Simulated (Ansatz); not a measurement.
**Cu chain started as a zigzag: one chain at several levels of theory**

Wanted: the relaxed geometry and the open channels of the Cu chain started as a zigzag, by several methods.

Calculated with Ansatz 0.2.0; DFT PBE, plane waves, PAW; relaxation of a chain's period, in the first sound run; inputs show where later runs differ.

This is a report of a sequence of runs, with most program output left out.

In doubt: warnings of the run leave room for a lower electronic state (steps 2, 8), so energies may not be the lowest and differences between runs may mislead.

### Step 1. Set-up

The cell holds 2 atoms: 2 Cu. Cell: a = 9.000 Å, b = 7.500 Å, c = 4.429 Å, α = 90.0°, β = 90.0°, γ = 90.0°. Vacuum lies along a and b. The structure's axis is c.

### Step 2. Relaxation of atoms and period, level PBE, cutoff 420 eV

Band widths follow the bond lengths, so the chain is relaxed first. The atoms and the third cell vector are free; the box across stays fixed as vacuum. Moments are seeded so that a magnetic state can form if it lies lower. A Fermi-Dirac smearing is set since the result may be a metal. The pressure printed is a third of the stress's trace over the whole box, vacuum included; only the stress along the axis is relaxed.

Input file input.yaml:

```yaml
crystal:
  lattice:
    - [9.0, 0.0, 0.0]
    - [0.0, 7.5, 0.0]
    - [0.0, 0.0, 4.4288651258]
  atoms:
    - { symbol: Cu, position: [0.434586962, 0.5, 0.0], spin: 0.5 }
    - { symbol: Cu, position: [0.565413038, 0.5, 0.5], spin: 0.5 }
magnetization:
  spin_polarized: true
kpoints:
  mp_grid: { grid: [1, 1, 19] }
scf:
  occupations: { method: fermi_dirac, width: 0.05 }
hamiltonian:
  xc: pbe
relax:
  cell: { fix: [a, b, alpha, beta, gamma] }
  max_steps: 60
```

Launch:

```console
$ ansatz run input.yaml --threads 4 --pin off --max-ram 8192MiB --backend cpu --events-out ev --progress --plain --runs-dir out
```

The job ended after 38 s (4 threads of Arm Neoverse V2, shared host; peak memory 0.6 GiB; 2.4 min of CPU time).

Relaxation path:

```tsv
step	energy less that of the first step (eV)	largest force component (eV/Å)	pressure (GPa)	volume (Å³)
1	0.0000	0.7786	-0.89	298.95
2	-0.1744	0.3074	-0.57	291.10
3	-0.2400	0.4216	0.08	276.50
4	-0.2673	0.1383	-0.11	274.82
5	-0.2925	0.0415	-0.16	265.13
6	-0.3024	0.0254	-0.10	256.65
7	-0.3070	0.0053	-0.06	249.29
8	-0.3127	0.0111	-0.09	238.69
9	-0.3326	0.0359	-0.23	224.12
10	-0.4407	0.1188	-0.55	209.60
11	-0.6316	0.0869	-0.92	195.06
12	-0.9001	0.0072	-0.98	180.22
13	-1.0825	0.4759	-0.78	165.28
14	-1.1149	0.2263	0.29	160.60
15	-1.1192	0.0107	0.01	161.37
16	-1.1192	0.0005	0.00	161.38
17*	-1.1142	0.0005	-0.01	161.38
```

Relaxation steps marked * repeat the geometry before them on a plane-wave basis chosen anew for their cell, so energy and pressure can jump there.

The run keeps the 8 symmetry operations that it works with, so distortions that break them were not tested.

```tsv
cell as run	before	after	change
c (Å)	4.429	2.391	-46.0 %
```

The atoms that moved most (Å, along periodic axes as changes of fractional coordinates times the final cell, across vacuum about the mean position):

```tsv
atom	dx	dy	dz	length
Cu1	-0.441	0.000	0.000	0.441
Cu2	0.441	0.000	0.000	0.441
```

The relaxed structure:

```
Cu
1.0
     9.00000    0.00000    0.00000
     0.00000    7.50000    0.00000
     0.00000    0.00000    2.39081
Cu
2
Cartesian
  3.4699 3.7500 0.0000
  5.5301 3.7500 1.1954
```

This step gave:

```
energy at zero smearing    : -13247.5678 eV
cell length along the wire : 2.391 Å
```

The cell's length comes to 2.391 Å with no moment. That is -46 % against the start, more than a small adjustment.

The cell shrank by 46.0 % in its periodic edges. From the first step to the last the energy fell by 1.114 eV, across changes of basis, and the largest move was 0.44 Å (Cu1 and 1 other atom alike).

### Step 3. The wire at its relaxed period, level PBE, cutoff 420 eV

This step: DFT PBE, plane waves, PAW; channels and complex bands of a perfect chain (Ansatz 0.2.0).

At the relaxed period the Bloch states of the perfect chain are found at each energy: those that move forward count the open channels, and those that decay describe how a disturbance dies away inside the wire itself. An energy step of 0.035 eV is under the 0.039 eV that the program asks for its thermal average at 300 K.

Input file input.yaml:

```yaml
crystal:
  lattice:
    - [9.0, 0.0, 0.0]
    - [0.0, 7.5, 0.0]
    - [0.0, 0.0, 2.3908068741]
  atoms:
    - { symbol: Cu, position: [0.385545402, 0.5, 0.0] }
    - { symbol: Cu, position: [0.614454598, 0.5, 0.5] }
kpoints:
  mp_grid: { grid: [1, 1, 34] }
  band_path: { path: ["Γ", Z], npoints: 60 }
scf:
  occupations: { method: fermi_dirac, width: 0.05 }
hamiltonian:
  xc: pbe
output:
  transmission:
    e_range: [-2, 2]
    de: 0.035
    kmesh: [1, 1]
    reduced_basis: true
    leads: [[0, 0]]
  dos: { projected: true, e_range: [-6, 4] }
  write_potential: true
  write_density: true
  volumetric_format: npy
  elf: true
```

Wall time 27 s (4 threads); peak memory 0.72 GiB.

This step gave:

- channels at the energy nearest the Fermi level, one spin: 2
- conductance of the lead as this run defines it: 2.000 G₀
- band gap: 0 eV

Table of open channels of the lead, one spin by energy, zero at the Fermi level:

```tsv
energy (eV)	open channels of the lead, one spin
-2.00	4
-1.90	4
-1.79	5
-1.69	5
-1.58	4
-1.48	6
-1.37	7
-1.23	6
-1.12	6
-1.02	5
-0.92	3
-0.81	2
-0.70	1
-0.60	1
-0.49	1
-0.39	2
-0.28	2
-0.18	2
-0.07	2
-0.01	2
0.07	2
0.17	2
0.28	2
0.38	2
0.48	2
0.59	2
0.69	2
0.80	2
0.91	2
1.01	2
1.11	2
1.22	2
1.36	2
1.47	2
1.57	2
1.68	3
1.78	3
1.89	3
1.99	3
```

The slowest values at each energy, most degenerate partners merged, listed up to 1.5 1/Å. Table of Im kz of the slowest decaying states by energy, zero at the Fermi level:

```tsv
energy (eV)	decay 1 (Å⁻¹)	decay 2 (Å⁻¹)	decay 3 (Å⁻¹)	decay 4 (Å⁻¹)
-2.0000	0.288	0.365	0.371	0.873
-1.7550	0.278	0.396	0.755	1.15
-1.5100	0.133	0.323	0.541	1.02
-1.2650	0.155	0.207	0.278	0.734
-0.9850	0.181	0.275	0.600	0.690
-0.7400	0.181	0.235	0.336	0.401
-0.4950	0.128	0.225	0.286	0.466
-0.2500	0.300	0.335	0.558	0.558
-0.0050	0.338	0.358	0.603	0.631
0.2400	0.357	0.363	0.636	0.694
0.4850	0.355	0.362	0.659	0.748
0.7650	0.329	0.354	0.677	0.803
1.0100	0.291	0.335	0.685	0.846
1.2550	0.236	0.305	0.687	0.885
1.5000	0.146	0.261	0.684	0.861
1.7450	0.196	0.675	0.827	0.953
```

Electronic bands along the path, in eV, zero at the Fermi level:

```tsv
point	band 16	band 17	band 18	band 19	band 20	band 21	band 22	band 23
Γ	-1.30	-1.02	-0.86	-0.71	-0.41	1.64	2.01	4.47
halfway	-1.51	-1.23	-1.20	-1.12	1.09	3.75	4.16	6.10
Z	-1.25	-0.99	-0.99	2.66	2.66	6.42	6.42	8.58
```

Valence density in the ca plane at fractional y = 0.500, with atoms of Cu within 0.2 Å of it. It is the smooth field of the valence electrons, not physical close to the nuclei.

Ten steps, logarithmic in the rise over the least value, from '0' (0 e/Å³) to '9' (62 e/Å³), each cell a mean:
```
000000000000
000000000000
000000000000
000000000000
000000000000
000000000000
000001110000
001234543210
011368986311
011368986311
001234543210
111111111111
332110001123
775311011357
996421012469
775310001357
221100000112
000000000000
000000000000
000000000000
000000000000
000000000000
000000000000
000000000000
```
Columns run along c (2.4 Å), rows up along a (9.0 Å). Atoms in or near the plane, at fractional coordinates: Cu at (0.00, 0.39), Cu at (0.50, 0.61).

Electrostatic potential energy in the ca plane at fractional y = 0.500, with atoms of Cu within 0.2 Å of it. With pseudopotentials it is smooth inside the atoms' cores, unlike the true potential.

Ten even steps from '_' (-55 eV) to '@' (3 eV), each cell a mean:
```
@@@@@@@@@@@@@@@@@@@@@@@@
@@@@@@@@@@@@@@@@@@@@@@@@
@@@@@@@@@@@@@@@@@@@@@@@@
@@@@@@@@@@@@@@@@@@@@@@@@
@@@@@@@@@@@@@@@@@@@@@@@@
@@@@@@@@@@@@@@@@@@@@@@@@
@@@@@@%%%%######%%%%@@@@
@@@@%%**--::..::--**%%@@
%%%%**::__________::**%%
%%%%**::__________::**%%
@@@@%%**==::::::==**%%@@
%%%%%%%%%%######%%%%%%%%
==++**##%%@@@@@@%%##**++
____..==##%%@@%%##==..__
______::**%%%%%%**::____
____..==##%%@@%%##==..__
++++**%%%%@@@@@@%%%%**++
%%@@@@@@@@@@@@@@@@@@@@@@
@@@@@@@@@@@@@@@@@@@@@@@@
@@@@@@@@@@@@@@@@@@@@@@@@
@@@@@@@@@@@@@@@@@@@@@@@@
@@@@@@@@@@@@@@@@@@@@@@@@
@@@@@@@@@@@@@@@@@@@@@@@@
@@@@@@@@@@@@@@@@@@@@@@@@
```
Columns run along c (2.4 Å; values clipped at the 3rd and 97th percentile), rows up along a (9.0 Å). Atoms in or near the plane, at fractional coordinates: Cu at (0.00, 0.39), Cu at (0.50, 0.61).

ELF in the ca plane at fractional y = 0.500, with atoms of Cu within 0.2 Å of it. It is the smooth field of the valence electrons, not physical close to the nuclei.

Ten even steps from '_' (0.00) to '@' (0.90), each cell a mean:
```
________________________
________________________
......______________....
::::..................::
--::::..............::::
----::..............::--
----::..............::--
--::::::::------::::::::
::::::::==%%@@%%==::::::
::::..::==##%%##==::..::
--::::::::------::::::::
::::::::::::::::::::::::
::::::::::::--::::::::::
**++--::..::::::..::--++
@@@@++::::::::::::::++@@
**++--::::::::::::::--++
::......::::--::::......
........::------::......
......::::------::::....
........::::::::::......
__......................
________________________
________________________
________________________
```
Columns run along c (2.4 Å), rows up along a (9.0 Å). Atoms in or near the plane, at fractional coordinates: Cu at (0.00, 0.39), Cu at (0.50, 0.61).

By hand: the program gives 2.2957 × 10^14 S/m² over the cell's cross-section of 67.50 Å² = 6.750 × 10^-19 m², so one cell conducts 1.550 × 10^-4 S. Divided by G0 = 2e²/h = 7.748 × 10^-5 S this is 2.00 G0, a resistance of 6.45 kΩ.

At the computed energy nearest the Fermi level there are 2 channels a spin, and the thermal average gives 2.00 G₀.

### Step 4. Relaxing the period, cutoff 500 eV

This step: DFT r2SCAN, plane waves, PAW; relaxation of a chain's period (Ansatz 0.2.0).

The relaxation is repeated under another functional. r2SCAN also reads the kinetic-energy density; it often gives larger moments and wider gaps than PBE, at a higher cost. Against the first PBE run of this kind, the cutoff is 500 eV against 420.

Input file input.yaml:

```yaml
crystal:
  lattice:
    - [9.0, 0.0, 0.0]
    - [0.0, 7.5, 0.0]
    - [0.0, 0.0, 4.4288651258]
  atoms:
    - { symbol: Cu, position: [0.434586962, 0.5, 0.0], spin: 0.5 }
    - { symbol: Cu, position: [0.565413038, 0.5, 0.5], spin: 0.5 }
magnetization:
  spin_polarized: true
kpoints:
  mp_grid: { grid: [1, 1, 19] }
scf:
  occupations: { method: fermi_dirac, width: 0.05 }
hamiltonian:
  xc: r2scan
relax:
  cell: { fix: [a, b, alpha, beta, gamma] }
  max_steps: 60
```

Wall time 2.7 min (4 threads); peak memory 1.3 GiB; 10 min of CPU time.

Step by step:

```tsv
step	energy less that of the first step (eV)	largest force component (eV/Å)	pressure (GPa)	volume (Å³)
1	0.0000	0.9162	-1.07	298.95
2	-0.2541	0.3524	-0.70	288.91
3	-0.3520	0.4248	-0.01	274.33
4	-0.3929	0.2249	-0.09	269.25
5	-0.4443	0.0211	-0.13	254.35
6	-0.4718	0.0182	-0.15	239.40
7	-0.5033	0.0077	-0.20	224.93
8	-0.5993	0.1301	-0.57	209.98
9	-0.8082	0.0604	-0.93	195.44
10	-1.0796	0.1233	-1.02	180.59
11	-1.3413	0.3064	-0.89	165.64
12	-1.3920	0.0695	0.05	158.90
13	-1.3924	0.0042	0.01	158.72
14*	-1.3906	0.0050	0.00	158.72
```

Relaxation steps marked * repeat the geometry before them on a plane-wave basis chosen anew for their cell, so energy and pressure can jump there.

The run keeps the 8 symmetry operations that it works with, so distortions that break them were not tested.

```tsv
cell as run	before	after	change
c (Å)	4.429	2.351	-46.9 %
```

The atoms that moved most (Å, along periodic axes as changes of fractional coordinates times the final cell, across vacuum about the mean position):

```tsv
atom	dx	dy	dz	length
Cu1	-0.424	0.000	0.000	0.424
Cu2	0.424	0.000	0.000	0.424
```

The relaxed structure:

```
Cu
1.0
     9.00000    0.00000    0.00000
     0.00000    7.50000    0.00000
     0.00000    0.00000    2.35136
Cu
2
Cartesian
  3.4871 3.7500 0.0000
  5.5129 3.7500 1.1757
```

The cell's length comes to 2.351 Å, -1.6 % against the first run, with no moment. That is -47 % against the start, more than a small adjustment.

The cell shrank by 46.9 % in its periodic edges. From the first step to the last the energy fell by 1.391 eV, across changes of basis, and the largest move was 0.42 Å (Cu1 and 1 other atom alike).

### Step 5. The perfect wire, level r2SCAN, cutoff 500 eV

This step: DFT r2SCAN, plane waves, PAW; channels and complex bands of a perfect chain (Ansatz 0.2.0).

The channels are counted again under r2SCAN, at the period that it gave. Its window is narrower, to save time.

Input file input.yaml:

```yaml
crystal:
  lattice:
    - [9.0, 0.0, 0.0]
    - [0.0, 7.5, 0.0]
    - [0.0, 0.0, 2.3513611598]
  atoms:
    - { symbol: Cu, position: [0.387453301, 0.5, 0.0] }
    - { symbol: Cu, position: [0.612546699, 0.5, 0.5] }
kpoints:
  mp_grid: { grid: [1, 1, 35] }
  band_path: { path: ["Γ", Z], npoints: 60 }
scf:
  occupations: { method: fermi_dirac, width: 0.05 }
hamiltonian:
  xc: r2scan
output:
  transmission:
    e_range: [-0.7, 0.7]
    de: 0.035
    kmesh: [1, 1]
    reduced_basis: true
    leads: [[0, 0]]
  dos: { projected: true, e_range: [-6, 4] }
```

The job ended after 22 s (4 threads; peak memory 0.97 GiB).

At the computed energy nearest the Fermi level there are 2 channels a spin, and the thermal average gives 2.00 G₀.

### Step 6. Relaxation of atoms and period

This step: DFT LDA, plane waves, PAW; relaxation of a chain's period (Ansatz 0.2.0).

The relaxation is repeated under another functional. LDA has no gradient terms and tends to overbind, so it marks the short end of the likely bond lengths.

Input file input.yaml:

```yaml
crystal:
  lattice:
    - [9.0, 0.0, 0.0]
    - [0.0, 7.5, 0.0]
    - [0.0, 0.0, 4.4288651258]
  atoms:
    - { symbol: Cu, position: [0.434586962, 0.5, 0.0], spin: 0.5 }
    - { symbol: Cu, position: [0.565413038, 0.5, 0.5], spin: 0.5 }
magnetization:
  spin_polarized: true
kpoints:
  mp_grid: { grid: [1, 1, 19] }
scf:
  occupations: { method: fermi_dirac, width: 0.05 }
hamiltonian:
  xc: lda
relax:
  cell: { fix: [a, b, alpha, beta, gamma] }
  max_steps: 60
```

It took 28 s on 4 threads; peak memory 0.56 GiB; 1.8 min of CPU time.

The steps of the relaxation:

```tsv
step	energy less that of the first step (eV)	largest force component (eV/Å)	pressure (GPa)	volume (Å³)
1	0.0000	1.1221	-1.24	298.95
2	-0.3589	0.4168	-0.81	288.16
3	-0.4778	0.4714	-0.04	273.66
4	-0.5228	0.2576	-0.12	269.17
5	-0.5833	0.0242	-0.14	254.33
6	-0.6045	0.0247	-0.10	242.81
7	-0.6327	0.0415	-0.14	227.86
8	-0.7041	0.0664	-0.47	212.91
9	-0.9122	0.0303	-0.94	198.31
10	-1.2058	0.0790	-1.20	183.49
11	-1.5369	0.5112	-1.53	168.54
12	-1.7027	0.3355	0.22	156.22
13	-1.7101	0.0127	0.02	155.35
14	-1.7101	0.0020	0.00	155.38
15*	-1.7071	0.0020	-0.01	155.38
```

Relaxation steps marked * repeat the geometry before them on a plane-wave basis chosen anew for their cell, so energy and pressure can jump there.

Forces are held to the 8 operations that the run works with; a distortion that breaks them can't arise in this run.

```tsv
cell as run	before	after	change
c (Å)	4.429	2.302	-48.0 %
```

The atoms that moved most (Å, along periodic axes as changes of fractional coordinates times the final cell, across vacuum about the mean position):

```tsv
atom	dx	dy	dz	length
Cu1	-0.411	0.000	0.000	0.411
Cu2	0.411	0.000	0.000	0.411
```

Final coordinates:

```xyz
2
Lattice="9.0000 0.0000 0.0000 0.0000 7.5000 0.0000 0.0000 0.0000 2.3019" Properties=species:S:1:pos:R:3
Cu    3.4999    3.7500    0.0000
Cu    5.5001    3.7500    1.1509
```

The cell's length comes to 2.302 Å, -3.7 % against the first run, with no moment. That is -48 % against the start, more than a small adjustment.

### Step 7. The perfect wire, level LDA, cutoff 420 eV

This step: DFT LDA, plane waves, PAW; channels and complex bands of a perfect chain (Ansatz 0.2.0).

The channels are counted again under LDA, at the period that it gave.

Input file input.yaml:

```yaml
crystal:
  lattice:
    - [9.0, 0.0, 0.0]
    - [0.0, 7.5, 0.0]
    - [0.0, 0.0, 2.3018761685]
  atoms:
    - { symbol: Cu, position: [0.388877821, 0.5, 0.0] }
    - { symbol: Cu, position: [0.611122179, 0.5, 0.5] }
kpoints:
  mp_grid: { grid: [1, 1, 35] }
  band_path: { path: ["Γ", Z], npoints: 60 }
scf:
  occupations: { method: fermi_dirac, width: 0.05 }
hamiltonian:
  xc: lda
output:
  transmission:
    e_range: [-2, 2]
    de: 0.035
    kmesh: [1, 1]
    reduced_basis: true
    leads: [[0, 0]]
  dos: { projected: true, e_range: [-6, 4] }
```

It took 26 s on 4 threads; peak memory 0.72 GiB; 91 s of CPU time.

At the computed energy nearest the Fermi level there are 2 channels a spin, and the thermal average gives 2.00 G₀.

### Step 8. Relaxing the period

This step: DFT PBEsol, plane waves, PAW; relaxation of a chain's period (Ansatz 0.2.0).

The relaxation is repeated under another functional. PBEsol weakens PBE's gradient terms and usually lands between LDA and PBE.

Input file input.yaml:

```yaml
crystal:
  lattice:
    - [9.0, 0.0, 0.0]
    - [0.0, 7.5, 0.0]
    - [0.0, 0.0, 4.4288651258]
  atoms:
    - { symbol: Cu, position: [0.434586962, 0.5, 0.0], spin: 0.5 }
    - { symbol: Cu, position: [0.565413038, 0.5, 0.5], spin: 0.5 }
magnetization:
  spin_polarized: true
kpoints:
  mp_grid: { grid: [1, 1, 19] }
scf:
  occupations: { method: fermi_dirac, width: 0.05 }
hamiltonian:
  xc: pbesol
relax:
  cell: { fix: [a, b, alpha, beta, gamma] }
  max_steps: 60
```

It took 34 s on 4 threads; peak memory 0.6 GiB; 2.1 min of CPU time.

Relaxation path:

```tsv
step	energy less that of the first step (eV)	largest force component (eV/Å)	pressure (GPa)	volume (Å³)
1	0.0000	0.9440	-1.07	298.95
2	-0.2594	0.3611	-0.69	289.35
3	-0.3537	0.4460	0.01	274.77
4	-0.3878	0.2155	-0.11	271.67
5	-0.4383	0.0250	-0.16	256.89
6	-0.4612	0.0505	-0.16	241.94
7	-0.4877	0.0077	-0.18	227.58
8	-0.5661	0.0760	-0.51	212.63
9	-0.7689	0.0368	-0.89	198.04
10	-1.0455	0.0952	-1.08	183.21
11	-1.3321	0.4090	-1.18	168.27
12	-1.4267	0.0976	-0.15	160.51
13	-1.4327	0.0038	0.01	158.17
14*	-1.4284	0.0037	0.00	158.17
```

Relaxation steps marked * repeat the geometry before them on a plane-wave basis chosen anew for their cell, so energy and pressure can jump there.

The run keeps the 8 symmetry operations that it works with, so distortions that break them were not tested.

```tsv
cell as run	before	after	change
c (Å)	4.429	2.343	-47.1 %
```

The atoms that moved most (Å, along periodic axes as changes of fractional coordinates times the final cell, across vacuum about the mean position):

```tsv
atom	dx	dy	dz	length
Cu1	-0.423	0.000	0.000	0.423
Cu2	0.423	0.000	0.000	0.423
```

The relaxed structure:

```
Cu
1.0
     9.00000    0.00000    0.00000
     0.00000    7.50000    0.00000
     0.00000    0.00000    2.34320
Cu
2
Direct
  0.38755 0.50000 0.00000
  0.61245 0.50000 0.50000
```

The cell's length comes to 2.343 Å, -2.0 % against the first run, with no moment. That is -47 % against the start, more than a small adjustment.

The cell shrank by 47.1 % in its periodic edges. From the first step to the last the energy fell by 1.428 eV, across changes of basis, and the largest move was 0.42 Å (Cu1 and 1 other atom alike).

### Step 9. The perfect wire, level PBEsol, cutoff 420 eV

This step: DFT PBEsol, plane waves, PAW; channels and complex bands of a perfect chain (Ansatz 0.2.0).

The channels are counted again under PBEsol, at the period that it gave.

Input file input.yaml:

```yaml
crystal:
  lattice:
    - [9.0, 0.0, 0.0]
    - [0.0, 7.5, 0.0]
    - [0.0, 0.0, 2.3432025846]
  atoms:
    - { symbol: Cu, position: [0.387550576, 0.5, 0.0] }
    - { symbol: Cu, position: [0.612449424, 0.5, 0.5] }
kpoints:
  mp_grid: { grid: [1, 1, 35] }
  band_path: { path: ["Γ", Z], npoints: 60 }
scf:
  occupations: { method: fermi_dirac, width: 0.05 }
hamiltonian:
  xc: pbesol
output:
  transmission:
    e_range: [-2, 2]
    de: 0.035
    kmesh: [1, 1]
    reduced_basis: true
    leads: [[0, 0]]
  dos: { projected: true, e_range: [-6, 4] }
```

It took 26 s on 4 threads; peak memory 0.7 GiB; 89 s of CPU time.

The open channels of the lead, one spin by energy, zero at the Fermi level:

```tsv
energy (eV)	open channels of the lead, one spin
-2.00	4
-1.90	5
-1.79	5
-1.69	5
-1.58	4
-1.48	6
-1.37	7
-1.23	6
-1.12	6
-1.02	6
-0.92	3
-0.81	2
-0.70	2
-0.60	1
-0.49	1
-0.39	2
-0.28	2
-0.18	2
-0.07	2
-0.01	2
0.07	2
0.17	2
0.28	2
0.38	2
0.48	2
0.59	2
0.69	2
0.80	2
0.91	2
1.01	2
1.11	2
1.22	2
1.36	2
1.47	2
1.57	2
1.68	3
1.78	3
1.89	3
1.99	3
```

At the computed energy nearest the Fermi level there are 2 channels a spin, and the thermal average gives 2.00 G₀.

### Step 10. The series together

Times are for 4 threads of Arm Neoverse V2, shared host. The runs compared:

```tsv
no.	level	conductance of the lead as this run defines it (G₀)	time	memory (GiB)
1	PBE	2.000	27 s	0.72
2	r2SCAN	2.000	22 s	0.97
3	LDA	2.000	26 s	0.72
4	PBEsol	2.000	26 s	0.7
```

[end of part 1 of 2]

[Logs are printed without paths, hosts, clocks, repeated set-up lines and the standing remarks that a program may print on its own settings, such as how far it seeks lower states.]

[Hosts, paths, dates, database ids (printed as entryN), source tags and the programs' standing remarks are cut or masked in the printed files.]
